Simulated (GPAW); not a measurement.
## NiO (Fm-3m): the O K absorption edge

What does one-electron theory with a core hole give for the O K edge of NiO (Fm-3m)?

Main program and level: GPAW 26.7.0; X-ray absorption from dipole matrix elements to empty bands, plane-wave PAW PBE+U.

## 1. The starting structure

It takes space group Fm-3m (No. 225, cubic). Conventional cell: a = 4.172 Å, b = 4.172 Å, c = 4.172 Å, α = 90.00°, β = 90.00°, γ = 90.00°. Nearest to Ni lie 6 O at 2.09 Å. Nearest to O lie 6 Ni at 2.09 Å. Farther neighbours and most contacts between anions are not listed.

## 2. The field without a hole

The ground state comes first: it tells whether the system has a gap, which decides how the excited electron is treated.

Input file scf.py:

```python
import numpy as np
from ase import Atoms
from ase.parallel import parprint, paropen
from gpaw import GPAW, PW, FermiDirac, Mixer, MixerDif, setup_paths
from gpaw.test import gen
setup_paths.insert(0, '.')
gen('O', name='nch1s', xcname='PBE', corehole=(1, 0, 0), write_xml=True)
from gpaw.mpi import world
world.barrier()

atoms = Atoms('Ni2O2',
    cell=[[2.08590164, 2.08590164, 4.17180328],
     [4.17180328, 2.08590164, 2.08590164],
     [2.08590164, 4.17180328, 2.08590164]],
    scaled_positions=[[0, 0, 0],
     [0.5, 0.5, 0.5],
     [0.25, 0.25, 0.25],
     [0.75, 0.75, 0.75]],
    magmoms=[2.0, -2.0, 0.0, 0.0],
    pbc=True)
atoms.calc = calc = GPAW(legacy_gpaw=True, mode=PW(500), xc='PBE', setups={'Ni': ':d,7', 2: 'nch1s'},
    kpts={'size': (10, 10, 10), 'gamma': True}, occupations=FermiDirac(0.05),
    charge=0, mixer=MixerDif(0.05, 8, 50), maxiter=150,
    convergence={'density': 0.0001}, txt='scf.txt')
energy = atoms.get_potential_energy() + calc.get_reference_energy()
ef = calc.get_fermi_level()
out = dict(energy=energy, fermi=ef, forces=atoms.get_forces().tolist(), magmoms=atoms.get_magnetic_moments().tolist())
parprint(f'all-electron energy {energy:.4f} eV, Fermi level {ef:.4f} eV')
ev = np.array([[calc.get_eigenvalues(k, s) for k in range(len(calc.get_ibz_k_points()))] for s in range(calc.get_number_of_spins())])
out['homo'], out['lumo'], out['counts'] = ev[ev < ef].max(), ev[ev > ef].min(), sorted(set((ev < ef).sum((0, 2)).tolist()))
out['filled'] = (ev[:, 0] < ef).sum(1).tolist()
import json
with paropen('out.json', 'w') as f:
    json.dump(out, f)
```

Command:

```sh
$ OMP_NUM_THREADS=1 mpirun -n 2 gpaw python scf.py
```

Numbers of over 12 decimals in the logs are rounded to 6 here.

Output:

```text
Input parameters:
  convergence: {density: 0.0001}
  kpts: {gamma: True,
         size: (10, 10, 10)}
  maxiter: 150
  mixer: {backend: pulay,
          beta: 0.05,
          method: difference,
          nmaxold: 8,
          weight: 50}
  mode: {ecut: 500.0,
         name: pw}
  occupations: {fixmagmom: False,
                name: fermi-dirac,
                width: 0.05}
  setups: {2: nch1s,
           Ni: :d,7}
  xc: PBE

Initialize ...

[... PAW data sets ...]

Reference energy: -86817.701611  # eV

Spin-polarized calculation.
Initial magnetic moment: 0.000000

[... convergence settings ...]
Symmetries present (total): 6
  [... symmetry matrices ...]

1000 k-points: 10 x 10 x 10 Monkhorst-Pack grid + [1/20,1/20,1/20]
116 k-points in the irreducible part of the Brillouin zone
       k-points in crystal coordinates                weights
   0:     0.00000000    0.00000000    0.00000000          1/1000
   1:     0.10000000    0.00000000   -0.10000000          6/1000
   2:     0.10000000    0.00000000    0.00000000          6/1000
   3:     0.10000000    0.10000000   -0.10000000          6/1000
   4:     0.10000000    0.10000000    0.00000000          6/1000
   5:     0.10000000    0.10000000    0.10000000          2/1000
   6:     0.20000000   -0.10000000   -0.10000000          6/1000
   7:     0.20000000    0.00000000   -0.20000000          6/1000
   8:     0.20000000    0.00000000   -0.10000000         12/1000
   9:     0.20000000    0.00000000    0.00000000          6/1000
          ...
 115:     0.50000000    0.50000000    0.50000000          1/1000

Wave functions: Plane wave expansion
  Cutoff energy: 500.000 eV
  Number of coefficients (min, max): 907, 954
  Pulay-stress correction: 0.000000 eV/Ang^3 (de/decut=0.000000)
  Using FFTW library
  Wavefunction extrapolation:
    Improved wavefunction reuse through dual PAW basis

Occupation numbers: Fermi-Dirac:
  width: 0.0500  # eV

Eigensolver
   Davidson(niter=2)

Densities:
  Coarse grid: 27*27*27 grid
  Fine grid: 54*54*54 grid
  Total Charge: 0.000000

Density mixing:
  Method: difference
  Backend: pulay
  Linear mixing parameter: 0.05
  old densities: 8
  Width of damping distribution: 1.1
  Damping of long wavelength oscillations: 50

[... Hamiltonian set-up ...]
Number of atoms: 4
Number of atomic orbitals: 32
Number of bands in calculation: 31
Number of valence electrons: 44
Bands to converge: occupied

... initialized

Initializing position-dependent things.

Density initialized from atomic densities
Creating initial wave functions:
  31 bands from LCAO basis set

                          O

                    Ni

             O

       Ni

Atomic positions and initial magnetic moments

Positions:
   0 Ni     0.000000    0.000000    0.000000    ( 0.0000,  0.0000,  2.0000)
   1 Ni     4.171803    4.171803    4.171803    ( 0.0000,  0.0000, -2.0000)
   2 O      2.085902    2.085902    2.085902    ( 0.0000,  0.0000,  0.0000)
   3 O      6.257705    6.257705    6.257705    ( 0.0000,  0.0000,  0.0000)

Unit cell:
           periodic     x           y           z      points  spacing
  1. axis:    yes    2.085902    2.085902    4.171803    27     0.0932
  2. axis:    yes    4.171803    2.085902    2.085902    27     0.0932
  3. axis:    yes    2.085902    4.171803    2.085902    27     0.0932

  Lengths:   5.109395   5.109395   5.109395
  Angles:   33.557310  33.557310  33.557310

Effective grid spacing dv^(1/3) = 0.1226

iter:   1   -18.819564                   -0.0000
iter:   2   -22.181996   -0.61  -1.25    -0.0000
iter:   3   -23.057475   -1.25  -1.25    -0.0000
iter:   4   -23.868770   -1.70  -1.44    -0.0000
iter:   5   -24.547533   -1.69  -1.76    -0.0000
iter:   6   -24.612214   -2.76  -1.80    -0.0000
iter:   7   -24.591491   -2.54  -2.29    +0.0000
iter:   8   -24.594627c  -3.68  -2.72    +0.0000
iter:   9   -24.597865c  -4.82  -2.75    +0.0000
iter:  10   -24.593526c  -3.65  -2.87    -0.0000
iter:  11   -24.593602c  -5.28  -3.44    +0.0000
iter:  12   -24.593494c  -4.99  -3.51    +0.0000
iter:  13   -24.593501c  -5.63  -3.82    +0.0000
iter:  14   -24.593533c  -5.93  -4.19c   -0.0000
iter:  15   -24.593524c  -7.05  -3.94    +0.0000
iter:  16   -24.593517c  -6.18  -4.04c   +0.0000
iter:  17   -24.593528c  -6.95  -4.57c   +0.0000
iter:  18   -24.593533c  -7.60c -4.90c   +0.0000

Converged after 18 iterations.

Dipole moment: (0.000000, 0.000000, 0.000000) |e|*Ang

Total magnetic moment: (0.000000, 0.000000, 0.000000)
Local magnetic moments:
   0 Ni ( 0.000000,  0.000000,  1.775224)
   1 Ni ( 0.000000,  0.000000, -1.775219)
   2 O  ( 0.000000,  0.000000, -0.000004)
   3 O  ( 0.000000,  0.000000, -0.000004)

Energy contributions relative to reference atoms: (reference = -86817.701611)

Kinetic:        +72.691897
Potential:      -59.106988
External:        +0.000000
XC:             -38.227232
Entropy (-ST):   -0.000000
Local:           +0.048790
SIC:             +0.000000
--------------------------
Free energy:    -24.593533
Extrapolated:   -24.593533

Spin contamination: 1.854928 electrons
Showing only first 2 kpts
                      Up                     Down
 Kpt  Band  Eigenvalues  Occupancy  Eigenvalues  Occupancy
  0    20      5.94070    1.00000      5.94070    1.00000
  0    21      5.94070    1.00000      5.94070    1.00000
  0    22      9.84716    0.00000      9.84716    0.00000
  0    23     12.01524    0.00000     12.01527    0.00000

  1    20      5.79007    1.00000      5.79008    1.00000
  1    21      6.28565    1.00000      6.28564    1.00000
  1    22     11.35979    0.00000     11.35979    0.00000
  1    23     11.81227    0.00000     11.81229    0.00000

Fermi level: 7.95622

Gap: 3.244 eV
Transition (v -> c):
  (s=0, k=115, n=21, [0.50, 0.50, 0.50]) -> (s=1, k=0, n=22, [0.00, 0.00, 0.00])
Direct/indirect transitions are different
Direct gap: 3.906 eV
Transition at: (s=0->1, k=0, n=21, [0.00, 0.00, 0.00])

Forces in eV/Ang:
  0 Ni    0.00000    0.00000    0.00000
  1 Ni   -0.00000   -0.00000   -0.00000
  2 O    -0.00351   -0.00351   -0.00351
  3 O     0.00351    0.00351    0.00351
Scalar-relativistic atomic PBE calculation for O (Oxygen, Z=8)
Core hole in 1s state (1s occupation: 2.0)
300 radial gridpoints.
|------------------------------------------------|
|------------------------------------------------|
[... the atom generator's iteration count ...]

Energy contributions:
-------------------------
Kinetic:      +74.889487
XC:            -8.275248
Potential:   -141.614183
-------------------------
Total:        -74.999944

state      eigenvalue         ekin         rmax
-----------------------------------------------
1s^2.0 :   -18.913699    29.145489        0.129
2s^2.0 :    -0.880545     3.220963        0.871
2p^4.0 :    -0.331818     2.539146        0.819
-----------------------------------------------
(units: Bohr and Hartree)

Generating PAW setup
Kinetic energy of the core from tauc = 58.337696
Cutoffs:
rc(s)=1.300
rc(p)=1.130
rc(d)=1.170
rc(vbar)=1.300
rc(comp)=1.260
rc(nct)=1.300

Kinetic energy of the core states: 58.290978
Charge: 0.0
Core electrons: 2.0
Valence electrons: 6.0
Pseudo-core charge: 0.000736
Shape function alpha=6.299
Pseudo-electron charge 5.680117
state    eigenvalue         norm
--------------------------------
2s(2) :    -0.880545     1.081993
*s    :     0.119455
2p(4) :    -0.331818     0.878848
*p    :     0.668182
*d    :     0.000000
--------------------------------

Diagonalizing with gridspacing h=0.050

state   all-electron     PAW
-------------------------------
2s:      -0.880545    -0.881653
2p:      -0.331818    -0.335594
*d:                    0.049820
*f:                    0.077145
-------------------------------
all-electron energy -86842.2951 eV, Fermi level 7.9562 eV
```

Elapsed: 2.1 min, on 2 MPI ranks of Intel Xeon 6975P-C (Granite Rapids), shared host; peak memory 0.41 GiB; 4.2 min of CPU time.

The mesh shows a gap of 3.24 eV, so the hole is first treated in a charged cell, without the excited electron.

Site moments (μB): 1.77, -1.77, 0.00, 0.00.

## 3. Spectrum without a core hole, O atom 3

This cheap baseline ignores the attraction of the hole: it shows the absorber's empty states as they are in the ground state. The data set with a hole of occupation 0 only carries the core orbital.

The absorber has 6 Ni at 2.09 Å (octahedral, site symmetry m-3m).

Input file xas.py:

```python
import numpy as np
from ase import Atoms
from ase.parallel import parprint, paropen
from gpaw import GPAW, PW, FermiDirac, Mixer, MixerDif, setup_paths
from gpaw.test import gen
setup_paths.insert(0, '.')
gen('O', name='nch1s', xcname='PBE', corehole=(1, 0, 0), write_xml=True)
from gpaw.mpi import world
world.barrier()

atoms = Atoms('Ni2O2',
    cell=[[2.08590164, 2.08590164, 4.17180328],
     [4.17180328, 2.08590164, 2.08590164],
     [2.08590164, 4.17180328, 2.08590164]],
    scaled_positions=[[0, 0, 0],
     [0.5, 0.5, 0.5],
     [0.25, 0.25, 0.25],
     [0.75, 0.75, 0.75]],
    magmoms=[2.0, -2.0, 0.0, 0.0],
    pbc=True)
atoms.calc = calc = GPAW(legacy_gpaw=True, mode=PW(500), xc='PBE', setups={'Ni': ':d,7', 2: 'nch1s'},
    kpts={'size': (10, 10, 10), 'gamma': True}, occupations=FermiDirac(0.02),
    charge=0, mixer=MixerDif(0.05, 8, 50), maxiter=150,
    convergence={'density': 0.0001}, txt='scf.txt')
energy = atoms.get_potential_energy() + calc.get_reference_energy()
ef = calc.get_fermi_level()
out = dict(energy=energy, fermi=ef, forces=atoms.get_forces().tolist(), magmoms=atoms.get_magnetic_moments().tolist())
parprint(f'all-electron energy {energy:.4f} eV, Fermi level {ef:.4f} eV')
ev = np.array([[calc.get_eigenvalues(k, s) for k in range(len(calc.get_ibz_k_points()))] for s in range(calc.get_number_of_spins())])
out['homo'], out['lumo'], out['counts'] = ev[ev < ef].max(), ev[ev > ef].min(), sorted(set((ev < ef).sum((0, 2)).tolist()))
out['filled'] = (ev[:, 0] < ef).sum(1).tolist()

from ase.units import Ha
from gpaw.xas import dipole_matrix_elements
nb = int(calc.get_number_of_electrons() / 2) + 35
top = nb
nscf = calc.fixed_density(kpts={'size': (6, 6, 6), 'gamma': True},
    convergence={'eigenstates': 1.0}, txt='nscf.txt')
nscf.diagonalize_full_hamiltonian(nbands=nb)
cell = atoms.cell.array
ops = [cell.T @ U.T @ np.linalg.inv(cell.T) for U in nscf.wfs.kd.symmetry.op_scc]
filled = [22, 22]  # bands filled in the ground state, by spin
E = np.arange(-25, 34, 0.1)
fwhm = np.interp(E, [4, 25], [0.9, 3.5])
Y, X, zero, highest = 0, 0, 1e9, 1e9
for spin in range(nscf.get_number_of_spins()):
    wfs = nscf.wfs
    A = dipole_matrix_elements(wfs.setups[2])
    eps = np.zeros((wfs.kd.nibzkpts, nb))
    d = np.zeros((3, A.shape[1], wfs.kd.nibzkpts, nb), complex)
    for kpt in wfs.kpt_u:
        if kpt.s == spin and 2 in kpt.P_ani:
            eps[kpt.k] = kpt.eps_n * Ha
            d[:, :, kpt.k] = (kpt.weight * wfs.nspins / 2) ** 0.5 * np.inner(A, kpt.P_ani[2])
    world.sum(eps)
    world.sum(d)
    T = np.einsum('amkn,bmkn->abkn', d, d.conj()).real
    T = sum(np.einsum('ai,ijkn,bj->abkn', R, T, R) for R in ops) / len(ops)
    empty = np.ones_like(eps, bool) & (np.arange(nb) >= filled[spin])
    zero, highest = min(zero, eps[empty].min()), min(highest, eps[:, top - 1].min())
    lines = [(eps, T, empty)] if spin == 0 else lines + [(eps, T, empty)]
for eps, T, empty in lines:
    f = np.einsum('aakn->akn', T).reshape(3, -1)
    x = eps.ravel() - zero
    w = np.interp(x, E, fwhm) / 2.35482
    g = np.exp(-0.5 * ((E[:, None] - x) / w) ** 2) / (w * (2 * np.pi) ** 0.5)
    Y = Y + (f * empty.ravel()) @ g.T
    X = X + (f * ~empty.ravel()) @ g.T
out.update(E=E.round(2).tolist(), xas=Y.tolist(), xes=X.tolist(), zero=zero, valid=highest - zero, nk=len(eps), nb=nb)
for i in range(0, len(E), 10):
    parprint(f'{E[i]:7.2f}', *(f'{v:10.3e}' for v in Y[:, i]))
import json
with paropen('out.json', 'w') as f:
    json.dump(out, f)
```

Command:

```sh
$ OMP_NUM_THREADS=1 mpirun -n 2 gpaw python xas.py
```

Output:

```text
Input parameters:
  convergence: {density: 0.0001}
  kpts: {gamma: True,
         size: (10, 10, 10)}
  maxiter: 150
  mixer: {backend: pulay,
          beta: 0.05,
          method: difference,
          nmaxold: 8,
          weight: 50}
  mode: {ecut: 500.0,
         name: pw}
  occupations: {fixmagmom: False,
                name: fermi-dirac,
                width: 0.02}
  setups: {2: nch1s,
           Ni: :d,7}
[...]
2s:      -0.880545    -0.881653
2p:      -0.331818    -0.335594
*d:                    0.049820
*f:                    0.077145
-------------------------------
all-electron energy -86842.2951 eV, Fermi level 8.2480 eV
 -25.00 1.147e-253 1.147e-253 1.147e-253
 -24.00 6.996e-244 6.996e-244 6.996e-244
 -23.00 2.722e-234 2.722e-234 2.722e-234
 -22.00 6.761e-225 6.761e-225 6.761e-225
[...]
32.00  1.710e-04  1.710e-04  1.710e-04
  33.00  1.403e-04  1.403e-04  1.403e-04
[key lines of the parts left out:]
Converged after 18 iterations.
Dipole moment: (0.000000, 0.000000, 0.000000) |e|*Ang
Free energy:    -24.593533
Fermi level: 8.24799
```

Run time: 3 min. Hardware: 2 MPI ranks; peak memory 0.52 GiB.

The O K spectrum, O atom 3, no core hole (energy from the lowest empty level; intensity scaled to a mean of 1 over the first 20 eV):

```
E (eV)  intensity
  -2.0       0.00
  -1.5       0.00
  -1.0       0.00
  -0.5       0.00
   0.0       0.00
   0.5       0.02
   1.0       0.11
   1.5       0.56
   2.0       1.47
   2.5       1.30
   3.0       0.49
   3.5       0.57
   4.0       0.77
   4.5       0.98
   5.0       1.37
   5.5       1.55
   6.0       1.28
   6.5       0.97
   7.0       1.10
   7.5       1.72
   8.0       2.61
   8.5       3.52
   9.0       3.78
   9.5       3.00
  10.0       1.80
  10.5       0.92
  11.0       0.49
  11.5       0.34
  12.0       0.39
  12.5       0.55
  13.0       0.76
  13.5       0.93
  14.0       1.01
  14.5       0.98
  15.0       0.86
  15.5       0.71
  16.0       0.57
  16.5       0.46
  17.0       0.38
  17.5       0.33
  18.0       0.29
  18.5       0.27
  19.0       0.25
  19.5       0.26
  20.0       0.27
  20.5       0.29
  21.0       0.32
  21.5       0.33
  22.0       0.34
  22.5       0.33
  23.0       0.32
  23.5       0.30
  24.0       0.28
  24.5       0.28
  25.0       0.29
  25.5       0.35
  26.0       0.44
  26.5       0.58
  27.0       0.75
  27.5       0.94
  28.0       1.12
  28.5       1.28
  29.0       1.39
  29.5       1.43
  30.0       1.41
  30.5       1.33
  31.0       1.21
  31.5       1.08
  32.0       0.95
```

Main maxima below 24 eV (height): 2.2 eV (1.61), 5.4 eV (1.55), 8.9 eV (3.81) and 14.1 eV (1.01). A K edge sees empty p states; the first features are O p mixed into the empty d states of the Ni neighbours, and the broad ones above probably into the cations' higher empty bands.

The same matrix elements for filled bands give the O K emission of O atom 3 (ground-state approximation; energy from the lowest empty level, largest value 1):

```
E (eV)  emission
-24.00      0.00
-23.25      0.00
-22.50      0.00
-21.75      0.00
-21.00      0.00
-20.25      0.00
-19.50      0.00
-18.75      0.00
-18.00      0.00
-17.25      0.00
-16.50      0.00
-15.75      0.00
-15.00      0.00
-14.25      0.00
-13.50      0.00
-12.75      0.00
-12.00      0.00
-11.25      0.00
-10.50      0.06
 -9.75      0.29
 -9.00      0.25
 -8.25      0.26
 -7.50      0.16
 -6.75      0.15
 -6.00      0.42
 -5.25      0.80
 -4.50      0.89
 -3.75      0.83
 -3.00      0.12
 -2.25      0.00
 -1.50      0.00
 -0.75      0.00
  0.00      0.00
  0.75      0.00
  1.50      0.00
  2.25      0.00
  3.00      0.00
```

Emission maxima: -9.6 eV (0.31) and -4.2 eV (1.00).

## 4. Supercell without a hole, the energy reference

The photon energy needs a difference of total energies, so the cell and mesh of the coming hole run are first run without a hole.

Changes to scf.py since step 2:

```diff
@@ -10,14 +10,26 @@
 
-atoms = Atoms('Ni2O2',
-    cell=[[2.08590164, 2.08590164, 4.17180328],
-     [4.17180328, 2.08590164, 2.08590164],
-     [2.08590164, 4.17180328, 2.08590164]],
+atoms = Atoms('Ni8O8',
+    cell=[[-4.17180328, 4.17180328, 0],
+     [-4.17180328, -4.17180328, 0],
+     [4.17180328, 0, 4.17180328]],
     scaled_positions=[[0, 0, 0],
+     [0.5, 0, 0],
      [0.5, 0.5, 0.5],
-     [0.25, 0.25, 0.25],
-     [0.75, 0.75, 0.75]],
-    magmoms=[2.0, -2.0, 0.0, 0.0],
+     [0, 0.5, 0.5],
+     [0.5, 0.5, 0],
+     [0, 0.5, 0],
+     [0, 0, 0.5],
+     [0.5, 0, 0.5],
+     [0.25, 0.75, 0.5],
+     [0.75, 0.75, 0.5],
+     [0.75, 0.25, 0],
+     [0.25, 0.25, 0],
+     [0.75, 0.25, 0.5],
+     [0.25, 0.25, 0.5],
+     [0.25, 0.75, 0],
+     [0.75, 0.75, 0]],
+    magmoms=[2.0, 2.0, 2.0, 2.0, -2.0, -2.0, -2.0, -2.0, 0.0, 0.0, 0.0, 0.0, 0.0, 0.0, 0.0, 0.0],
     pbc=True)
-atoms.calc = calc = GPAW(legacy_gpaw=True, mode=PW(500), xc='PBE', setups={'Ni': ':d,7', 2: 'nch1s'},
-    kpts={'size': (10, 10, 10), 'gamma': True}, occupations=FermiDirac(0.05),
+atoms.calc = calc = GPAW(legacy_gpaw=True, mode=PW(500), xc='PBE', setups={'Ni': ':d,7', 8: 'nch1s'},
+    kpts={'size': (3, 3, 3), 'gamma': True}, occupations=FermiDirac(0.02),
     charge=0, mixer=MixerDif(0.05, 8, 50), maxiter=150,
```

Command:

```sh
$ OMP_NUM_THREADS=1 mpirun -n 2 gpaw python scf.py
```

Output:

```text
Input parameters:
  convergence: {density: 0.0001}
  kpts: {gamma: True,
         size: (3, 3, 3)}
  maxiter: 150
  mixer: {backend: pulay,
          beta: 0.05,
          method: difference,
          nmaxold: 8,
          weight: 50}
  mode: {ecut: 500.0,
         name: pw}
  occupations: {fixmagmom: False,
                name: fermi-dirac,
                width: 0.02}
  setups: {8: nch1s,
           Ni: :d,7}
[...]
2s(2) :    -0.880545     1.081993
*s    :     0.119455
2p(4) :    -0.331818     0.878848
*p    :     0.668182
*d    :     0.000000
--------------------------------

Diagonalizing with gridspacing h=0.050

state   all-electron     PAW
-------------------------------
2s:      -0.880545    -0.881653
2p:      -0.331818    -0.335594
*d:                    0.049820
*f:                    0.077145
-------------------------------
all-electron energy -347369.1172 eV, Fermi level 7.1462 eV
[key lines of the parts left out:]
Converged after 23 iterations.
Dipole moment: (0.000000, -0.000000, 0.000000) |e|*Ang
Free energy:    -98.311122
Fermi level: 7.14624
```

Wall time 76 s (2 MPI ranks); peak memory 0.54 GiB; 2.5 min of CPU time.

Reference energy: -347369.117 eV with the cores included.

(Part 1 of 2 ends here.)

[Banner, clock and machine lines of the logs are left out without a mark of their own.]

[Logs are printed without paths, hosts, clocks, repeated set-up lines and the standing remarks that a program may print on its own settings, such as how far it seeks lower states.]

[Hosts, paths, dates, database ids (printed as entryN), source tags and the programs' standing remarks are cut or masked in the printed files.]

[Lists of maxima count a maximum above −3 eV only where it reaches 4 % of the highest in the window and stands out from its surroundings by 2 % of it (1.5 % where it reaches 55 %); shoulders and weaker maxima are passed over, and of the rest the first, up to two pre-edge ones and the few strongest are named.]
